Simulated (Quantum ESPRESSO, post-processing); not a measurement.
# AlN(11-20), stepped through the number of layers, part 5 of 15

Wanted: a table for AlN(11-20) against the number of layers, and what can be fitted to it.

Quantum ESPRESSO 7.5; plane-wave DFT, PBE, GBRV ultrasoft pseudopotentials.

So far. Step 2 (Relaxing cell and ions of the reference):  The last row is no step: it is a fresh SCF in the final cell with a new plane-wave basis, -0 meV from the row before. Step 4 (Relaxation with pw.x, 3 layers): The relaxation lowers the energy by 120 meV an atom.

## 8. Potential by pp.x, 3 layers

m0.f1.pot.in reads:

```
&inputpp
  prefix = 'm0.f1'
  outdir = './out'
  filplot = 'm0.f1.pot.dat'
  plot_num = 11
/
```

Launch:

```
> OMP_NUM_THREADS=1 mpirun -n 4 pp.x -in m0.f1.pot.in > m0.f1.pot.out
```

Output:

```text
[banner, memory and clock lines left out]
Program POST-PROC v.7.5 starts
[citation notice left out]

[...]
./out/m0.f1.save/

[...]
negative rho (up, down):  1.076E-03 0.000E+00

     Adding external electric field

     Computed dipole along edir(3) :
        Dipole                0.1344 Ry au,          0.3415 Debye
        Dipole field          0.0005 Ry au,

        E field amplitude [Ha a.u.]:  1.9447E-03
        Potential amp.        0.1017 Ry
        Total length         34.7247 bohr

     Calling punch_plot, plot_num =  11

     Adding external electric field

     Computed dipole along edir(3) :
        Dipole                0.1344 Ry au,          0.3415 Debye
        Dipole field          0.0005 Ry au,

        E field amplitude [Ha a.u.]:  1.9447E-03
        Potential amp.        0.1017 Ry
        Total length         34.7247 bohr

     Writing data to file  m0.f1.pot.dat
     Message from routine chdens:
     namelist plot not found or invalid, exiting
```

Elapsed: 1 s, on 4 MPI ranks of Arm Neoverse V1, shared host; peak memory 0.12 GiB; 3.8 s of CPU time.

This step gave:

- slope of the potential above: 0.1000 eV/Å
- upper vacuum line continued to the top atoms, over the valence top: 5.279 eV
- slope of the potential below: 0.09997 eV/Å
- lower vacuum line continued to the bottom atoms, over the valence top: 5.439 eV

Electrostatic potential energy of an electron, with the sawtooth; zero at the highest filled level of the SCF mesh. Table of potential energy, planar mean by z:

z (Å), potential energy, planar mean (eV) and a bar from the least value:
```
      0.0        5.0 ############################
      0.5        4.7 ############################
      1.0        4.7 ############################
      1.5        4.8 ############################
      2.0        4.8 ############################
      2.5        4.9 ############################
      3.0        4.9 ############################
      3.5        5.0 ############################
      4.0        5.0 ############################
      4.5        5.1 ############################
      5.0        5.1 ############################
      5.5        5.2 #############################
      6.0        5.1 ############################
      6.5        4.9 ############################
      7.0        3.9 ##########################
      7.5       -0.7 ##################
      8.0       -9.9 ##
      8.5       -5.2 ##########
      9.0       -3.9 #############
      9.5      -11.1 
     10.0       -5.6 ##########
     10.5       -3.7 #############
     11.0       -9.8 ##
     11.5       -3.5 #############
     12.0        3.3 #########################
     12.5        4.9 ############################
     13.0        5.3 #############################
     13.5        5.5 #############################
     14.0        5.6 #############################
     14.5        5.6 #############################
     15.0        5.7 #############################
     15.5        5.7 #############################
     16.0        5.8 ##############################
     16.5        5.8 ##############################
     17.0        5.9 ##############################
     17.5        5.9 ##############################
     18.0        6.0 ##############################
     18.5        6.0 ##############################
     19.0        5.3 #############################
```

The slope in the vacuum is 0.100 eV/Å for an applied 0.10 V/Å, as it should be.

## 9. Response between 0 and 0.1 V/A, ions held, 3 layers

The polarisability follows from the two dipoles.

This step gave:

| Quantity | Value |
| --- | --- |
| change of slope in the vacuum | 0.09999 eV/Å |
| polarisability a cell | 10.24 Å³ |
| sheet polarisability 4πα/A | 4.722 Å |

The change of the potential energy, second field less first by z:

z (Å), change of the potential energy, second field less first (eV) and a bar from the least value:
```
      0.0     -0.360 #######
      0.5     -0.670 
      1.0     -0.620 #
      1.5     -0.570 ##
      2.0     -0.520 ###
      2.5     -0.470 #####
      3.0     -0.420 ######
      3.5     -0.370 #######
      4.0     -0.320 ########
      4.5     -0.270 #########
      5.0     -0.221 ##########
      5.5     -0.172 ###########
      6.0     -0.125 ############
      6.5     -0.084 #############
      7.0     -0.052 ##############
      7.5     -0.033 ##############
      8.0     -0.023 ###############
      8.5     -0.017 ###############
      9.0     -0.012 ###############
      9.5     -0.002 ###############
     10.0      0.010 ###############
     10.5      0.016 ###############
     11.0      0.020 ################
     11.5      0.030 ################
     12.0      0.045 ################
     12.5      0.074 #################
     13.0      0.114 ##################
     13.5      0.160 ###################
     14.0      0.209 ####################
     14.5      0.258 #####################
     15.0      0.308 ######################
     15.5      0.358 #######################
     16.0      0.408 ########################
     16.5      0.458 #########################
     17.0      0.508 ###########################
     17.5      0.558 ############################
     18.0      0.608 #############################
     18.5      0.658 ##############################
     19.0     -0.108 #############
```

## 10. Relaxing the ions, 3 layers: field 0.1 V/Å

Now the ions may follow the field.

m0.r1.in reads:

```
&control
  prefix = 'm0.r1'
  outdir = './out'
  pseudo_dir = './pseudo'
  nstep = 90
  forc_conv_thr = 6e-05
  calculation = 'relax'
  tefield = .true.
  dipfield = .true.
  etot_conv_thr = 1e-07
/
&system
  ibrav = 0
  nat = 12
  ntyp = 2
  ecutwfc = 40
  ecutrho = 200
  occupations = 'fixed'
  edir = 3
  emaxpos = 0.97
  eopreg = 0.04
  eamp = 0.00194469
/
&electrons
  conv_thr = 1e-10
  mixing_beta = 0.4
  electron_maxstep = 120
/
&ions
/
ATOMIC_SPECIES
  Al  26.9815  al_pbe_v1.uspp.F.UPF
  N   14.0070  n_pbe_v1.2.uspp.F.UPF
CELL_PARAMETERS angstrom
  5.42440360500000 0.00000000000000 0.00000000000000
  0.00000000000000 5.02318495200000 0.00000000000000
  0.00000000000000 0.00000000000000 19.14118165613099
ATOMIC_POSITIONS crystal
  Al  0.364229957500 0.016628446200 0.426720414200
  Al  0.635770042500 0.516628446200 0.426720414200
  N   0.330451927100 0.372350642300 0.418293556700
  N   0.669548072900 0.872350642300 0.418293556700
  Al  0.835701436200 -0.007327106700 0.500000000000
  Al  0.164298563800 0.492672893300 0.500000000000
  N   0.832359754600 0.375368929700 0.500000000000
  N   0.167640245400 0.875368929700 0.500000000000
  Al  0.364229957500 0.016628446200 0.573279585800
  Al  0.635770042500 0.516628446200 0.573279585800
  N   0.330451927100 0.372350642300 0.581706443300
  N   0.669548072900 0.872350642300 0.581706443300
K_POINTS automatic
  4 4 1 0 0 0
```

Launch:

```
> OMP_NUM_THREADS=1 mpirun -n 4 pw.x -nk 1 -in m0.r1.in > m0.r1.out
```

Output:

```text
[banner, memory and clock lines left out]
Program PWSCF v.7.5 starts
[citation notice left out]

[...]
bravais-lattice index     =            0
     lattice parameter (alat)  =      10.2506  a.u.
     unit-cell volume          =    3519.6259 (a.u.)^3
     number of atoms/cell      =           12
     number of atomic types    =            2
     number of electrons       =        48.00
     number of Kohn-Sham states=           24
     kinetic-energy cutoff     =      40.0000  Ry
     charge density cutoff     =     200.0000  Ry
     scf convergence threshold =      1.0E-10
     mixing beta               =       0.4000
     number of iterations used =            8  plain     mixing
     energy convergence thresh.=      1.0E-07
     force convergence thresh. =      6.0E-05
     Exchange-correlation= SLA  PW   PBE  PBE
                           (   1   4   3   4   0   0   0)
     nstep                     =           90

[...]
PseudoPot. # 1 for Al read from file:
     ./pseudo/al_pbe_v1.uspp.F.UPF
     Pseudo is Ultrasoft + core correction, Zval =  3.0
     Generated by new atomic code, or converted to UPF format
     Using radial grid of  893 points,  3 beta functions with:
                l(1) =   0
                l(2) =   1
                l(3) =   2
     Q(r) pseudized with  8 coefficients,  rinner =    0.900   0.900   0.900
                                                       0.900   0.900

     PseudoPot. # 2 for N  read from file:
     ./pseudo/n_pbe_v1.2.uspp.F.UPF
     Pseudo is Ultrasoft + core correction, Zval =  5.0
     Generated by new atomic code, or converted to UPF format
     Using radial grid of  729 points,  4 beta functions with:
                l(1) =   0
                l(2) =   0
                l(3) =   1
                l(4) =   1
     Q(r) pseudized with  8 coefficients,  rinner =    0.900   0.900   0.900

     atomic species   valence    mass     pseudopotential
     Al                3.00    26.98150     Al( 1.00)
     N                 5.00    14.00700     N ( 1.00)

     No symmetry found

[...]
number of k points=    10
[...]
Dense  grid:   168083 G-vectors     FFT dimensions: (  48,  45, 180)

     Smooth grid:   120263 G-vectors     FFT dimensions: (  45,  40, 150)

     Initial potential from superposition of free atoms

     starting charge      47.9852, renormalised to      48.0000

     negative rho (up, down):  4.070E-04 0.000E+00

     Adding external electric field

     Computed dipole along edir(3) :
        Dipole               -0.0000 Ry au,         -0.0000 Debye
        Dipole field         -0.0000 Ry au,

        E field amplitude [Ha a.u.]:  1.9447E-03
        Potential amp.        0.1351 Ry
        Total length         34.7247 bohr

     Starting wfcs are   48 randomized atomic wfcs

     per-process dynamical memory:    55.2 Mb

     Self-consistent Calculation

     iteration #  1     ecut=    40.00 Ry     beta= 0.40
     Davidson diagonalization with overlap
     ethr =  1.00E-02,  avg # of iterations =  2.0

     negative rho (up, down):  4.413E-04 0.000E+00

     Adding external electric field

     Computed dipole along edir(3) :
        Dipole                0.1044 Ry au,          0.2655 Debye
        Dipole field          0.0004 Ry au,

        E field amplitude [Ha a.u.]:  1.9447E-03
        Potential amp.        0.1092 Ry
        Total length         34.7247 bohr

     total energy              =    -160.60903019 Ry
     estimated scf accuracy    <       4.89658931 Ry

     iteration #  2     ecut=    40.00 Ry     beta= 0.40
[...]
negative rho (up, down):  6.366E-04 0.000E+00

[...]
Dipole                0.1237 Ry au,          0.3144 Debye
[...]
E field amplitude [Ha a.u.]:  1.9447E-03
[...]
total energy              =    -161.72185896 Ry
     estimated scf accuracy    <       0.21038299 Ry

     iteration #  3     ecut=    40.00 Ry     beta= 0.40
[...]
negative rho (up, down):  8.139E-04 0.000E+00

[...]
Dipole                0.1282 Ry au,          0.3258 Debye
[...]
E field amplitude [Ha a.u.]:  1.9447E-03
[...]
total energy              =    -161.72109258 Ry
     estimated scf accuracy    <       0.06896138 Ry

     iteration #  4     ecut=    40.00 Ry     beta= 0.40
[...]
negative rho (up, down):  9.753E-04 0.000E+00

[...]
Dipole                0.1368 Ry au,          0.3478 Debye
[...]
E field amplitude [Ha a.u.]:  1.9447E-03
[...]
total energy              =    -161.73203775 Ry
     estimated scf accuracy    <       0.01239876 Ry

     iteration #  5     ecut=    40.00 Ry     beta= 0.40
[...]
negative rho (up, down):  1.014E-03 0.000E+00

[...]
Dipole                0.1341 Ry au,          0.3408 Debye
[...]
E field amplitude [Ha a.u.]:  1.9447E-03
[...]
total energy              =    -161.73246480 Ry
     estimated scf accuracy    <       0.00109500 Ry

     iteration #  6     ecut=    40.00 Ry     beta= 0.40
[...]
negative rho (up, down):  1.033E-03 0.000E+00

[...]
Dipole                0.1347 Ry au,          0.3425 Debye
[...]
E field amplitude [Ha a.u.]:  1.9447E-03
[...]
total energy              =    -161.73285772 Ry
     estimated scf accuracy    <       0.00043593 Ry

[...]
iteration # 13     ecut=    40.00 Ry     beta= 0.40
[...]
negative rho (up, down):  1.075E-03 0.000E+00

[...]
Dipole                0.1345 Ry au,          0.3419 Debye
[...]
E field amplitude [Ha a.u.]:  1.9447E-03
[...]
total energy              =    -161.73297356 Ry
     estimated scf accuracy    <          4.4E-09 Ry

[...]
-17.2587 -15.7658 -15.4368 -15.0531 -14.9806 -14.4926  -8.0390  -7.4917
    -6.4825  -6.0131  -5.9988  -5.7790  -5.5829  -5.5248  -4.8520  -4.8316
    -3.9932  -3.9930  -3.8070  -3.4635  -3.0809  -2.8623  -2.7297  -2.2038

          k = 0.0000 0.2700 0.0000 ( 15053 PWs)   bands (ev):

   -17.0499 -15.9266 -15.3045 -15.1220 -15.0734 -14.6332  -7.6930  -7.4913
    -7.0581  -6.5813  -6.1244  -6.0549  -5.2323  -4.6448  -4.5805  -4.5337
    -4.0770  -3.9679  -3.8632  -3.5200  -3.0837  -3.0021  -2.6868  -2.3116

[...]
highest occupied level (ev):    -2.2038

!    total energy              =    -161.73297356 Ry
     estimated scf accuracy    <          2.0E-11 Ry

     The total energy is the sum of the following terms:
     one-electron contribution =   -1065.54156079 Ry
     hartree contribution      =     546.70749774 Ry
     xc contribution           =     -58.71951380 Ry
     ewald contribution        =     415.82106182 Ry
     electric field correction =      -0.00045854 Ry

     convergence has been achieved in  16 iterations

     negative rho (up, down):  1.076E-03 0.000E+00

     Forces acting on atoms (cartesian axes, Ry/au):

     atom    1 type  1   force =    -0.00034466   -0.00025158    0.00177061
     atom    2 type  1   force =     0.00033557   -0.00010390    0.00177637
     atom    3 type  2   force =     0.00008639   -0.00009838   -0.00193830
     atom    4 type  2   force =    -0.00007881   -0.00005793   -0.00194574
     atom    5 type  1   force =    -0.00000219   -0.00016679    0.00172640
     atom    6 type  1   force =     0.00000279    0.00002411    0.00172651
     atom    7 type  2   force =    -0.00002510    0.00002686   -0.00138656
     atom    8 type  2   force =     0.00002757    0.00007932   -0.00138652
     atom    9 type  1   force =     0.00031472    0.00006769    0.00178573
     atom   10 type  1   force =    -0.00032372    0.00021492    0.00178003
     atom   11 type  2   force =    -0.00006891    0.00011258   -0.00195807
     atom   12 type  2   force =     0.00007634    0.00015310   -0.00195047

     Total force =     0.006189     Total SCF correction =     0.000003

     BFGS Geometry Optimization
     Energy error            =      3.8E-05 Ry
     Gradient error          =      2.0E-03 Ry/Bohr

     number of scf cycles    =   1
     number of bfgs steps    =   0

     energy             new  =    -161.7329735603 Ry

     new trust radius        =       0.0019625108 bohr
     new conv_thr            =            1.0E-10 Ry

ATOMIC_POSITIONS (crystal)
Al               0.3641963347        0.0166019432        0.4267693645
Al               0.6358027794        0.5166175007        0.4267695239
N                0.3304603544        0.3723402779        0.4182399706
N                0.6695403843        0.8723445395        0.4182397649
Al               0.8357012228       -0.0073446777        0.5000477280
Al               0.1642988355        0.4926754327        0.5000477310
N                0.8323573061        0.3753717588        0.4999616673
N                0.1676429352        0.8753772860        0.4999616682
Al               0.3642606603        0.0166355775        0.5733289540
Al               0.6357384622        0.5166510877        0.5733287965
N                0.3304452047        0.3723625025        0.5816523106
N                0.6695555203        0.8723667711        0.5816525206

[...]
NEW-OLD atomic charge density approx. for the potential

     negative rho (up, down):  1.076E-03 0.000E+00

     Adding external electric field

     Computed dipole along edir(3) :
        Dipole                0.1345 Ry au,          0.3419 Debye
        Dipole field          0.0005 Ry au,

        E field amplitude [Ha a.u.]:  1.9447E-03
        Potential amp.        0.1017 Ry
        Total length         34.7247 bohr

     per-process dynamical memory:    97.8 Mb

[...]
!    total energy              =    -161.73299863 Ry
[...]
Total force =     0.002394     Total SCF correction =     0.000008
[...]
number of bfgs steps    =   1
[...]
energy             new  =    -161.7329986343 Ry
[...]
new trust radius        =       0.0014821015 bohr
[...]
!    total energy              =    -161.73300523 Ry
[...]
Total force =     0.001706     Total SCF correction =     0.000007
[...]
number of bfgs steps    =   2
[...]
energy             new  =    -161.7330052341 Ry
[...]
new trust radius        =       0.0015162702 bohr
[...]
!    total energy              =    -161.73300973 Ry
[...]
Total force =     0.001573     Total SCF correction =     0.000004
[...]
number of bfgs steps    =   3
[...]
energy             new  =    -161.7330097283 Ry
[...]
new trust radius        =       0.0017236500 bohr
[...]
!    total energy              =    -161.73301305 Ry
[...]
Total force =     0.000923     Total SCF correction =     0.000002
[...]
number of bfgs steps    =   4
[...]
energy             new  =    -161.7330130475 Ry
[...]
new trust radius        =       0.0006551705 bohr
[...]
!    total energy              =    -161.73301370 Ry
[...]
Total force =     0.000372     Total SCF correction =     0.000007
[...]
number of bfgs steps    =   5
[...]
energy             new  =    -161.7330136971 Ry
[...]
new trust radius        =       0.0002131969 bohr
[...]
!    total energy              =    -161.73301384 Ry
[...]
Total force =     0.000252     Total SCF correction =     0.000001
[...]
number of bfgs steps    =   6
[...]
energy             new  =    -161.7330138411 Ry
[...]
new trust radius        =       0.0002364976 bohr
[...]
!    total energy              =    -161.73301395 Ry
[...]
Total force =     0.000256     Total SCF correction =     0.000001
[...]
number of bfgs steps    =   7
[...]
energy             new  =    -161.7330139451 Ry
[...]
new trust radius        =       0.0002601474 bohr
[...]
Self-consistent Calculation

     iteration #  1     ecut=    40.00 Ry     beta= 0.40
     Davidson diagonalization with overlap
     ethr =  1.00E-06,  avg # of iterations =  1.0

     Threshold (ethr) on eigenvalues was too large:
     Diagonalizing with lowered threshold

     Davidson diagonalization with overlap
     ethr =  9.65E-12,  avg # of iterations =  7.0

     negative rho (up, down):  1.076E-03 0.000E+00

     Adding external electric field

     Computed dipole along edir(3) :
        Dipole                0.1550 Ry au,          0.3939 Debye
        Dipole field          0.0006 Ry au,

        E field amplitude [Ha a.u.]:  1.9447E-03
        Potential amp.        0.0966 Ry
        Total length         34.7247 bohr

     total energy              =    -161.73301403 Ry
     estimated scf accuracy    <       0.00000006 Ry

[...]
iteration #  6     ecut=    40.00 Ry     beta= 0.40
[...]
negative rho (up, down):  1.076E-03 0.000E+00

[...]
Dipole                0.1549 Ry au,          0.3937 Debye
[...]
E field amplitude [Ha a.u.]:  1.9447E-03
[...]
total energy              =    -161.73301403 Ry
     es
```

Elapsed: 3.9 min, on 4 MPI ranks; peak memory 0.5 GiB; 15 min of CPU time.

No atom moved by 0.005 Å in the relaxation.

Read from the output:

```
free energy                    : -2200.4898 eV
dipole along the normal        : 0.08207 e·Å
valence top, on the run's zero : -2.205 eV
```

[end of part 5 of 15]

[Logs are printed without paths, hosts, clocks, repeated set-up lines and the standing remarks that a program may print on its own settings, such as how far it seeks lower states.]

[Hosts, paths, dates, database ids (printed as entryN), source tags and the programs' standing remarks are cut or masked in the printed files.]

[Maps of the electrostatic potential energy from Ansatz leave out the sawtooth potential of an applied field or a dipole correction, so their vacuum need not be flat; planar profiles and work functions include it.]
